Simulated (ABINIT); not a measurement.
# WS2 (Tungstenite): G0W0 with ABINIT, start to end, part 2 of 3

Aim: the G0W0 gap of WS2 (Tungstenite) on PBE with spin-orbit coupling, step by step.

ABINIT 10.8.3; PBE and many-body steps on it, plane waves. Known limits of the many-body steps: not at the basis limit; screening head approximate; coarse k mesh.

So far. Step 2 (Ground state): The gap is indirect, with the least direct gap 0.71 eV higher.

### 3. Bands along the symmetry lines

Level of this step: DFT, PBE with spin-orbit coupling, plane waves, norm-conserving pseudopotentials (ABINIT).

The cheap functional maps the bands first; the places of the edges decide which points the dearer methods must see.

File run.abi:

```
acell 3*1.0 Angstrom
rprim 
  3.153199999992 0.000000000002 0.000000000000
  -1.576599999998 2.730751303206 0.000000000000
  0.000000000000 0.000000000000 12.323000000000
ntypat 2
znucl 74 16
natom 6
typat 1 1 2 2 2 2
xred 
  0.333333333333 0.666666666667 0.250000000000
  0.666666666667 0.333333333333 0.750000000000
  0.333333333333 0.666666666667 0.622500000000
  0.666666666667 0.333333333333 0.122500000000
  0.333333333333 0.666666666667 0.877500000000
  0.666666666667 0.333333333333 0.377500000000
pp_dirpath "pseudos"
pseudos "W.upf, S.upf"
ecut 31
nspinor 2
iscf -2
irdden 1
kptopt 0
nkpt 39
kpt 
  0.00000000 0.00000000 0.00000000
  0.12500000 0.00000000 0.00000000
  0.25000000 0.00000000 0.00000000
  0.37500000 0.00000000 0.00000000
  0.50000000 0.00000000 0.00000000
  0.45833333 0.08333333 0.00000000
  0.41666666 0.16666666 0.00000000
  0.37500000 0.25000000 0.00000000
  0.33333333 0.33333333 0.00000000
  0.25000000 0.25000000 0.00000000
  0.16666666 0.16666666 0.00000000
  0.08333333 0.08333333 0.00000000
  0.00000000 0.00000000 0.00000000
  0.00000000 0.00000000 0.12500000
  0.00000000 0.00000000 0.25000000
  0.00000000 0.00000000 0.37500000
  0.00000000 0.00000000 0.50000000
  0.12500000 0.00000000 0.50000000
  0.25000000 0.00000000 0.50000000
  0.37500000 0.00000000 0.50000000
  0.50000000 0.00000000 0.50000000
  0.45833333 0.08333333 0.50000000
  0.41666666 0.16666666 0.50000000
  0.37500000 0.25000000 0.50000000
  0.33333333 0.33333333 0.50000000
  0.25000000 0.25000000 0.50000000
  0.16666666 0.16666666 0.50000000
  0.08333333 0.08333333 0.50000000
  0.00000000 0.00000000 0.50000000
  0.50000000 0.00000000 0.50000000
  0.50000000 0.00000000 0.37500000
  0.50000000 0.00000000 0.25000000
  0.50000000 0.00000000 0.12500000
  0.50000000 -0.00000000 0.00000000
  0.33333333 0.33333333 0.50000000
  0.33333333 0.33333333 0.37500000
  0.33333333 0.33333333 0.25000000
  0.33333333 0.33333333 0.12500000
  0.33333333 0.33333333 0.00000000
istwfk *1
nband 68
nbdbuf 6
tolwfr 1e-08
nstep 40
prtwf 0
prtvol 0
indata_prefix "in"
outdata_prefix "out"
tmpdata_prefix "tmp"
```

Command:

```sh
> OMP_NUM_THREADS=1 mpirun -n 4 abinit run.abi > log
```

Numbers of over 12 decimals in the logs are rounded to 6 here.

Output:

```text
.Version 10.8.3 of ABINIT. v10.8.2 released Aug 2026.

 Symmetries : space group P6_3/m m c (#194); Bravais hP (primitive hexag.)
[... echo of the input left out ...]
== DATASET  1 ==================================================================
-   mpi_nproc: 4, omp_nthreads: 1 (-1 if OMP is not activated)

--- !DatasetInfo
iteration_state: {dtset: 1, }
dimensions: {natom: 6, nkpt: 39, mband: 68, nsppol: 1, nspinor: 2, nspden: 1, mpw: 5986, }
cutoff_energies: {ecut:  31.0, pawecutdg:  -1.0, }
electrons: {nelect:   5.20000000E+01, charge:   0.00000000E+00, occopt:   1.00000000E+00, tsmear:   1.00000000E-02, }

 Real(R)+Recip(G) space primitive vectors, cartesian coordinates (Bohr,Bohr^-1):
 R(1)=  5.9586844  0.0000000  0.0000000  G(1)=  0.1678223  0.0968922  0.0000000
 R(2)= -2.9793422  5.1603721  0.0000000  G(2)=  0.0000000  0.1937845  0.0000000
 R(3)=  0.0000000  0.0000000 23.2870950  G(3)=  0.0000000  0.0000000  0.0429422
 Unit cell volume ucvol=  7.1605555E+02 bohr^3
 Angles (23,13,12)=  9.00000000E+01  9.00000000E+01  1.20000000E+02 degrees

 getcut: wavevector=  0.0000  0.0000  0.0000  ngfft=  30  30 120
         ecut(hartree)=     31.000   => boxcut(ratio)=   2.01023

--- Pseudopotential description ------------------------------------------------
- W Generated using ONCVPSP code by D. R. Hamann
- 74.00000  14.00000  180416                  znucl, zion, pspdat
12 -101130 3 -1 1396                          pspcod,pspxc,lmax,lloc,mmax
     nproj     2     4     3     4
     spin-orbit psp
        nprojso     4     4     4
  pspatm : epsatm=   11.68472403
         --- l  ekb(1:nproj) -->
             0    1.841239   13.002951
             1    8.989828    1.410628    0.003697    0.000473
             2    4.465715    0.513051    0.002186
             3   51.939043    0.891205    0.007244    0.001949
  spin-orbit 1    0.931175   -0.397074    0.045096   -0.005317
  spin-orbit 2   -0.101391    0.093029    0.015072   -0.000042
  spin-orbit 3    7.288450   -0.052198    0.027487   -0.006945
 pspatm: atomic psp has been read  and splines computed

- S Generated using ONCVPSP code by D. R. Hamann
- 16.00000   6.00000  180416                  znucl, zion, pspdat
12 -101130 2 -1 1146                          pspcod,pspxc,lmax,lloc,mmax
     nproj     2     3     2     0
     spin-orbit psp
        nprojso     3     3     0
  pspatm : epsatm=    9.02154350
         --- l  ekb(1:nproj) -->
             0    0.574336    6.763597
             1    3.228904    0.888476    0.000329
             2   -3.547470   -0.986489
  spin-orbit 1    0.096764   -0.027776    0.009511
  spin-orbit 2    0.001615    0.000361   -0.000189
 pspatm: atomic psp has been read  and splines computed

--------------------------------------------------------------------------------

================================================================================
 prteigrs : about to open file out_EIG
[...]
4.8593E-01  4.8593E-01
[...]
Non-SCF case, kpt   38 (  0.33333  0.33333  0.12500), residuals and eigenvalues=
[...]
5.3923E-01  5.4048E-01
 Non-SCF case, kpt   39 (  0.33333  0.33333  0.00000), residuals and eigenvalues=
[...]
3.9741E-01  3.9741E-01  4.2646E-01  4.2646E-01  4.6217E-01  4.6217E-01
  4.7494E-01  4.7494E-01  4.8198E-01  4.8198E-01  5.3043E-01  5.3067E-01
  5.4157E-01  5.4454E-01

--- !ResultsGS
iteration_state: {dtset: 1, }
comment   : Summary of ground state results
lattice_vectors:
- [  5.9586844,   0.0000000,   0.0000000, ]
- [ -2.9793422,   5.1603721,   0.0000000, ]
- [  0.0000000,   0.0000000,  23.2870950, ]
lattice_lengths: [   5.95868,    5.95868,   23.28710, ]
lattice_angles: [ 90.000,  90.000, 120.000, ] # degrees, (23, 13, 12)
lattice_volume:   7.1605555E+02
convergence: {deltae:  0.000E+00, res2:  0.000E+00, residm:  9.981E-09, diffor:  0.000E+00, }
etotal    :  -1.96319348E+02
entropy   :   0.00000000E+00
fermie    :   3.50353833E-01
cartesian_stress_tensor: null
pressure_GPa: null
xred      :
- [  3.3333E-01,   6.6667E-01,   2.5000E-01,  W]
- [  6.6667E-01,   3.3333E-01,   7.5000E-01,  W]
- [  3.3333E-01,   6.6667E-01,   6.2250E-01,  S]
- [  6.6667E-01,   3.3333E-01,   1.2250E-01,  S]
- [  3.3333E-01,   6.6667E-01,   8.7750E-01,  S]
- [  6.6667E-01,   3.3333E-01,   3.7750E-01,  S]
cartesian_forces: null
force_length_stats: {min: null, max: null, mean: null, }

 Integrated electronic density in atomic spheres:
 ------------------------------------------------
 Atom  Sphere_radius  Integrated_density
[...]
================================================================================

 ----iterations are completed or convergence reached----

 Mean square residual over all n,k,spin=   54.453E-10; max=  99.814E-10
 reduced coordinates (array xred) for    6 atoms
[...]
0.333333333333      0.666666666667      0.877500000000
       0.666666666667      0.333333333333      0.377500000000

 cartesian coordinates (angstrom) at end:
[...]
length scales=  1.889726125908  1.889726125908  1.889726125908 bohr
              =  1.000000000000  1.000000000000  1.000000000000 angstroms
 prteigrs : about to open file out_EIG
 Eigenvalues (hartree) for nkpt=  39  k points:
 kpt#   1, nband= 68, wtk=  1.00000, kpt=  0.0000  0.0000  0.0000 (reduced coord)
[...]
kpt#   2, nband= 68, wtk=  1.00000, kpt=  0.1250  0.0000  0.0000 (reduced coord)
[...]
kpt#   3, nband= 68, wtk=  1.00000, kpt=  0.2500  0.0000  0.0000 (reduced coord)
[...]
kpt#  38, nband= 68, wtk=  1.00000, kpt=  0.3333  0.3333  0.1250 (reduced coord)
[...]
0.52958    0.53055    0.53923    0.54048
 kpt#  39, nband= 68, wtk=  1.00000, kpt=  0.3333  0.3333  0.0000 (reduced coord)
[...]
0.31791    0.31791    0.33508    0.33508    0.39568    0.39568    0.39741    0.39741
   0.42646    0.42646    0.46217    0.46217    0.47494    0.47494    0.48198    0.48198
   0.53043    0.53067    0.54157    0.54454

== END DATASET(S) ==============================================================
================================================================================

 -outvars: echo values of variables after computation  --------
            nband          68
             nkpt          39
          spgroup         194
 [... the other variables as echoed above ...]

 Calculation completed.
```

The job ended after 6.8 min (4 MPI ranks of Arm Neoverse V1, shared host; peak memory 0.8 GiB; 27 min of CPU time).

This step gave:

```
gap                        : 0.9353 eV
k of the valence top       : 0, 0, 0
k of the conduction bottom : 0.1667, 0.1667, 0
least direct gap           : 1.649 eV
```

The gap is 0.935 eV, as in the run before at this level.

The electronic bands at the labelled points (eV, zero at the top of the highest filled band):

```tsv
point	band 49	band 50	band 51	band 52	band 53	band 54	band 55	band 56
Γ	-1.20	-1.20	0.00	0.00	2.19	2.19	2.21	2.21
halfway	-1.62	-1.62	-1.48	-1.48	1.30	1.30	1.84	1.84
M	-1.59	-1.59	-1.51	-1.51	2.22	2.22	2.26	2.26
halfway	-1.31	-1.31	-0.89	-0.89	1.85	1.85	2.08	2.08
K	-0.88	-0.88	-0.42	-0.42	1.23	1.23	1.28	1.28
halfway	-1.63	-1.63	-1.41	-1.41	0.94	0.94	1.81	1.81
Γ	-1.20	-1.20	0.00	0.00	2.19	2.19	2.21	2.21
halfway	-0.74	-0.74	-0.08	-0.08	2.20	2.20	2.21	2.21
A	-0.32	-0.32	-0.32	-0.32	2.21	2.21	2.21	2.21
halfway	-1.51	-1.51	-1.51	-1.51	1.67	1.67	1.67	1.67
L	-1.56	-1.56	-1.56	-1.56	2.24	2.24	2.24	2.24
halfway	-1.26	-1.26	-0.93	-0.93	1.88	1.88	2.06	2.06
H	-0.87	-0.87	-0.46	-0.46	1.24	1.24	1.28	1.28
halfway	-1.64	-1.64	-1.41	-1.41	1.22	1.22	1.49	1.49
A	-0.32	-0.32	-0.32	-0.32	2.21	2.21	2.21	2.21
jump to L	-1.56	-1.56	-1.56	-1.56	2.24	2.24	2.24	2.24
halfway	-1.59	-1.59	-1.52	-1.52	2.23	2.23	2.25	2.25
M	-1.59	-1.59	-1.51	-1.51	2.22	2.22	2.26	2.26
jump to H	-0.87	-0.87	-0.46	-0.46	1.24	1.24	1.28	1.28
halfway	-0.88	-0.88	-0.44	-0.44	1.24	1.24	1.28	1.28
K	-0.88	-0.88	-0.42	-0.42	1.23	1.23	1.28	1.28
```

### 4. Empty states on the mesh, 3×3×1 mesh, 266 bands

The sums over transitions need many empty states on a uniform mesh; this step solves for them.

File run.abi:

```
acell 3*1.0 Angstrom
rprim 
  3.153199999992 0.000000000002 0.000000000000
  -1.576599999998 2.730751303206 0.000000000000
  0.000000000000 0.000000000000 12.323000000000
ntypat 2
znucl 74 16
natom 6
typat 1 1 2 2 2 2
xred 
  0.333333333333 0.666666666667 0.250000000000
  0.666666666667 0.333333333333 0.750000000000
  0.333333333333 0.666666666667 0.622500000000
  0.666666666667 0.333333333333 0.122500000000
  0.333333333333 0.666666666667 0.877500000000
  0.666666666667 0.333333333333 0.377500000000
pp_dirpath "pseudos"
pseudos "W.upf, S.upf"
ecut 31
nspinor 2
ngkpt 3 3 1
nshiftk 1
shiftk 0 0 0
kptopt 1
chksymbreak 0
iscf -2
irdden 1
istwfk *1
nband 266
nbdbuf 24
tolwfr 1e-09
nstep 60
prtvol 0
indata_prefix "in"
outdata_prefix "out"
tmpdata_prefix "tmp"
```

Command:

```sh
> OMP_NUM_THREADS=1 mpirun -n 3 abinit run.abi > log
```

Output:

```text
.Version 10.8.3 of ABINIT. v10.8.2 released Aug 2026.

 Symmetries : space group P6_3/m m c (#194); Bravais hP (primitive hexag.)
[... echo of the input left out ...]
== DATASET  1 ==================================================================
-   mpi_nproc: 3, omp_nthreads: 1 (-1 if OMP is not activated)

--- !DatasetInfo
iteration_state: {dtset: 1, }
dimensions: {natom: 6, nkpt: 3, mband: 266, nsppol: 1, nspinor: 2, nspden: 1, mpw: 5917, }
cutoff_energies: {ecut:  31.0, pawecutdg:  -1.0, }
electrons: {nelect:   5.20000000E+01, charge:   0.00000000E+00, occopt:   1.00000000E+00, tsmear:   1.00000000E-02, }

 Real(R)+Recip(G) space primitive vectors, cartesian coordinates (Bohr,Bohr^-1):
 R(1)=  5.9586844  0.0000000  0.0000000  G(1)=  0.1678223  0.0968922  0.0000000
 R(2)= -2.9793422  5.1603721  0.0000000  G(2)=  0.0000000  0.1937845  0.0000000
 R(3)=  0.0000000  0.0000000 23.2870950  G(3)=  0.0000000  0.0000000  0.0429422
 Unit cell volume ucvol=  7.1605555E+02 bohr^3
 Angles (23,13,12)=  9.00000000E+01  9.00000000E+01  1.20000000E+02 degrees

 getcut: wavevector=  0.0000  0.0000  0.0000  ngfft=  30  30 120
         ecut(hartree)=     31.000   => boxcut(ratio)=   2.01023

--- Pseudopotential description ------------------------------------------------
- W Generated using ONCVPSP code by D. R. Hamann
- 74.00000  14.00000  180416                  znucl, zion, pspdat
12 -101130 3 -1 1396                          pspcod,pspxc,lmax,lloc,mmax
     nproj     2     4     3     4
     spin-orbit psp
        nprojso     4     4     4
  pspatm : epsatm=   11.68472403
         --- l  ekb(1:nproj) -->
             0    1.841239   13.002951
             1    8.989828    1.410628    0.003697    0.000473
             2    4.465715    0.513051    0.002186
             3   51.939043    0.891205    0.007244    0.001949
  spin-orbit 1    0.931175   -0.397074    0.045096   -0.005317
  spin-orbit 2   -0.101391    0.093029    0.015072   -0.000042
  spin-orbit 3    7.288450   -0.052198    0.027487   -0.006945
 pspatm: atomic psp has been read  and splines computed

- S Generated using ONCVPSP code by D. R. Hamann
- 16.00000   6.00000  180416                  znucl, zion, pspdat
12 -101130 2 -1 1146                          pspcod,pspxc,lmax,lloc,mmax
     nproj     2     3     2     0
     spin-orbit psp
        nprojso     3     3     0
  pspatm : epsatm=    9.02154350
         --- l  ekb(1:nproj) -->
             0    0.574336    6.763597
             1    3.228904    0.888476    0.000329
             2   -3.547470   -0.986489
  spin-orbit 1    0.096764   -0.027776    0.009511
  spin-orbit 2    0.001615    0.000361   -0.000189
 pspatm: atomic psp has been read  and splines computed

--------------------------------------------------------------------------------

================================================================================
 prteigrs : about to open file out_EIG
[...]
4.91E-10  9.11E-10  5.45E-10  8.41E-10  4.64E-10  6.63E-10  5.37E-10  6.35E-10
  5.23E-10  5.78E-10  4.29E-10  5.15E-10  3.81E-10  4.85E-10  4.24E-10  5.73E-10
  2.56E-10  3.31E-10  2.26E-10  3.25E-10  2.62E-10  4.26E-10  2.62E-10  3.98E-10
[...]
3.53E-06  1.47E-05
 -2.3843E+00 -2.3843E+00 -2.3843E+00 -2.3843E+00 -1.3326E+00 -1.3326E+00
 -1.3326E+00 -1.3326E+00 -9.7596E-01 -9.7596E-01 -9.7595E-01 -9.7595E-01
 -9.6952E-01 -9.6952E-01 -9.6952E-01 -9.6952E-01 -2.2512E-01 -2.2512E-01
[...]
2.0463E+00  2.0463E+00  2.0477E+00  2.0477E+00  2.0534E+00  2.0534E+00
  2.0557E+00  2.0557E+00  2.0609E+00  2.0609E+00  2.0705E+00  2.0705E+00
  2.1009E+00  2.1009E+00
 prteigrs : prtvol=0 or 1, do not print more k-points.

--- !ResultsGS
iteration_state: {dtset: 1, }
comment   : Summary of ground state results
lattice_vectors:
- [  5.9586844,   0.0000000,   0.0000000, ]
- [ -2.9793422,   5.1603721,   0.0000000, ]
- [  0.0000000,   0.0000000,  23.2870950, ]
lattice_lengths: [   5.95868,    5.95868,   23.28710, ]
lattice_angles: [ 90.000,  90.000, 120.000, ] # degrees, (23, 13, 12)
lattice_volume:   7.1605555E+02
convergence: {deltae:  0.000E+00, res2:  0.000E+00, residm:  9.929E-10, diffor:  0.000E+00, }
etotal    :  -1.96319348E+02
entropy   :   0.00000000E+00
fermie    :   3.50353833E-01
cartesian_stress_tensor: null
pressure_GPa: null
xred      :
- [  3.3333E-01,   6.6667E-01,   2.5000E-01,  W]
- [  6.6667E-01,   3.3333E-01,   7.5000E-01,  W]
- [  3.3333E-01,   6.6667E-01,   6.2250E-01,  S]
- [  6.6667E-01,   3.3333E-01,   1.2250E-01,  S]
- [  3.3333E-01,   6.6667E-01,   8.7750E-01,  S]
- [  6.6667E-01,   3.3333E-01,   3.7750E-01,  S]
cartesian_forces: null
force_length_stats: {min: null, max: null, mean: null, }

 Integrated electronic density in atomic spheres:
 ------------------------------------------------
 Atom  Sphere_radius  Integrated_density
[...]
================================================================================

 ----iterations are completed or convergence reached----

 Mean square residual over all n,k,spin=   49.448E-11; max=  99.291E-11
 reduced coordinates (array xred) for    6 atoms
[...]
0.333333333333      0.666666666667      0.877500000000
       0.666666666667      0.333333333333      0.377500000000

 cartesian coordinates (angstrom) at end:
    1     -1.33e-12     1.820501     3.080750
[...]
5     -1.33e-12     1.820501    10.813432
    6      1.576600     0.910250     4.651933
 length scales=  1.889726125908  1.889726125908  1.889726125908 bohr
              =  1.000000000000  1.000000000000  1.000000000000 angstroms
 prteigrs : about to open file out_EIG
 Eigenvalues (hartree) for nkpt=   3  k points:
 kpt#   1, nband=266, wtk=  0.11111, kpt=  0.0000  0.0000  0.0000 (reduced coord)
[...]
2.02284    2.02284    2.04081    2.04081    2.04631    2.04631    2.04769    2.04769
   2.05341    2.05342    2.05567    2.05567    2.06091    2.06091    2.07054    2.07054
   2.10088    2.10089
 prteigrs : prtvol=0 or 1, do not print more k-points.

== END DATASET(S) ==============================================================
================================================================================

 -outvars: echo values of variables after computation  --------
            nband         266
             nkpt           3
          spgroup         194
 [... the other variables as echoed above ...]

 Calculation completed.
```

Wall time 4.6 min (3 MPI ranks); peak memory 0.42 GiB.

This step gave:

| Item | Value |
| --- | --- |
| gap | 1.233 eV |
| k of the valence top | 0, 0, 0 |
| k of the conduction bottom | 0.3333, 0.3333, 0 |
| least direct gap | 1.649 eV |
| k points computed | 3 |
| lowest point of the top converged band, above the valence top | 42.55 eV |

On this mesh the gap is 1.233 eV. The earlier step found 0.935 eV, so this mesh misses an edge.

### 5. Screening, 3×3×1 mesh, 242 bands, screening to 119.7 eV

The RPA dielectric matrix is built and inverted for each q.

This step: RPA screening on PBE with spin-orbit coupling, plane waves, norm-conserving pseudopotentials.

Edit run.abi of step 4 so:

```diff
@@ -25,10 +25,11 @@
 chksymbreak 0
-iscf -2
-irdden 1
 istwfk *1
-nband 266
-nbdbuf 24
-tolwfr 1e-09
-nstep 60
-prtvol 0
+occopt 1
+irdwfk 1
+optdriver 3
+nband 242
+ecuteps 4.4
+inclvkb 0
+awtr 1
+symchi 1
 indata_prefix "in"
```

Command:

```sh
> OMP_NUM_THREADS=1 mpirun -n 4 abinit run.abi > log
```

Output:

```text
.Version 10.8.3 of ABINIT. v10.8.2 released Aug 2026.

 Symmetries : space group P6_3/m m c (#194); Bravais hP (primitive hexag.)
[... echo of the input left out ...]
== DATASET  1 ==================================================================
-   mpi_nproc: 4, omp_nthreads: 1 (-1 if OMP is not activated)

--- !DatasetInfo
iteration_state: {dtset: 1, }
dimensions: {natom: 6, nkpt: 3, mband: 242, nsppol: 1, nspinor: 2, nspden: 1, mpw: 5917, }
cutoff_energies: {ecut:  31.0, pawecutdg:  -1.0, }
electrons: {nelect:   5.20000000E+01, charge:   0.00000000E+00, occopt:   1.00000000E+00, tsmear:   1.00000000E-02, }

 SCREENING: Calculation of the susceptibility and dielectric matrices

 Based on a program developped by R.W. Godby, V. Olevano, G. Onida, and L. Reining.
 Incorporated in ABINIT by V. Olevano, G.-M. Rignanese, and M. Torrent.
.Using double precision arithmetic ; gwpc =  8

[... cell and pseudopotentials left out ...]
--------------------------------------------------------------------------------

 ==== K-mesh for the wavefunctions ====
 Number of points in the irreducible wedge :     3
[... list of points left out ...]
 Together with 24 symmetry operations and time-reversal symmetry
 yields     9 points in the full Brillouin Zone.

 ==== Q-mesh for the screening function ====
 Number of points in the irreducible wedge :     3
[... list of points left out ...]
 Together with 24 symmetry operations and time-reversal symmetry
 yields     9 points in the full Brillouin Zone.

 setmesh: FFT mesh size selected  =    20x   20x   90
          total number of points  =        36000

 vcoul_init : cutoff-mode = AUXILIARY_FUNCTION
 q-points for optical limit:   1
     1)      0.000010    0.000020    0.000030

- screening: taking advantage of time-reversal symmetry
- Maximum band index for partially occupied states nbvw = 52
- Remaining bands to be divided among processors   nbcw = 190
- Number of bands treated by each node ~47

 Number of electrons calculated from density =   52.0000; Expected =   52.0000
 average of density, n =  0.072620
 r_s =    1.4869
 omega_plasma =   25.9946 [eV]

 calculating chi0 at frequencies [eV] :
  1    0.000000E+00    0.000000E+00
  2    0.000000E+00    2.599465E+01

--------------------------------------------------------------------------------
  q-point number  1        q = ( 0.000000, 0.000000, 0.000000) [r.l.u.]
--------------------------------------------------------------------------------
[... chi0 elements left out ...]
 For q-point:  0.000010 0.000020 0.000030
  dielectric constant =  18.9811
  dielectric constant without local fields =  21.3430

  Average fulfillment of the sum rule on Im[epsilon] for q-point    1 :     76.33  [%]
[... wings left out ...]
  q-point number  2        q = ( 0.333333, 0.000000, 0.000000) [r.l.u.]
--------------------------------------------------------------------------------
[... chi0 elements left out ...]
  Average fulfillment of the sum rule on Im[epsilon] for q-point    2 :     71.59  [%]

 [... 1 further q-points ...]
```

The job ended after 65 s (4 MPI ranks; peak memory 1.8 GiB).

This step gave:

| Item | Value |
| --- | --- |
| ε∞ with local fields, on this mesh, along the program's q direction | 18.98 |
| the same without local fields | 21.34 |
| plasma frequency | 25.99 eV |
| plane waves in the screening matrix | 315 |

Local fields lower ε∞ by 11 %. On a Γ-centred mesh this coarse the value itself is usually too large, while a short band sum pulls it down.

(Continued in part 3 of 3.)

[Paths, hosts, dates, memory and timing lines, banners, echoed tables and standing remarks are left out of the program output.]

[Logs are printed without paths, hosts, clocks, repeated set-up lines and the standing remarks that a program may print on its own settings, such as how far it seeks lower states.]

[Runs of the session that timed out or met a known fault of the program may be left out.]

[Hosts, paths, dates, database ids (printed as entryN), source tags and the programs' standing remarks are cut or masked in the printed files.]

[G0W0 gaps are taken among the corrected bands and points alone; a level outside them can change the order at an edge.]

[Where Ansatz stands beside ABINIT at settings called matched, ABINIT's density can come from a denser mesh and the files from another edition; pairs whose starting gaps differed by over 0.03 eV were left out, so agreement reads better than it is.]
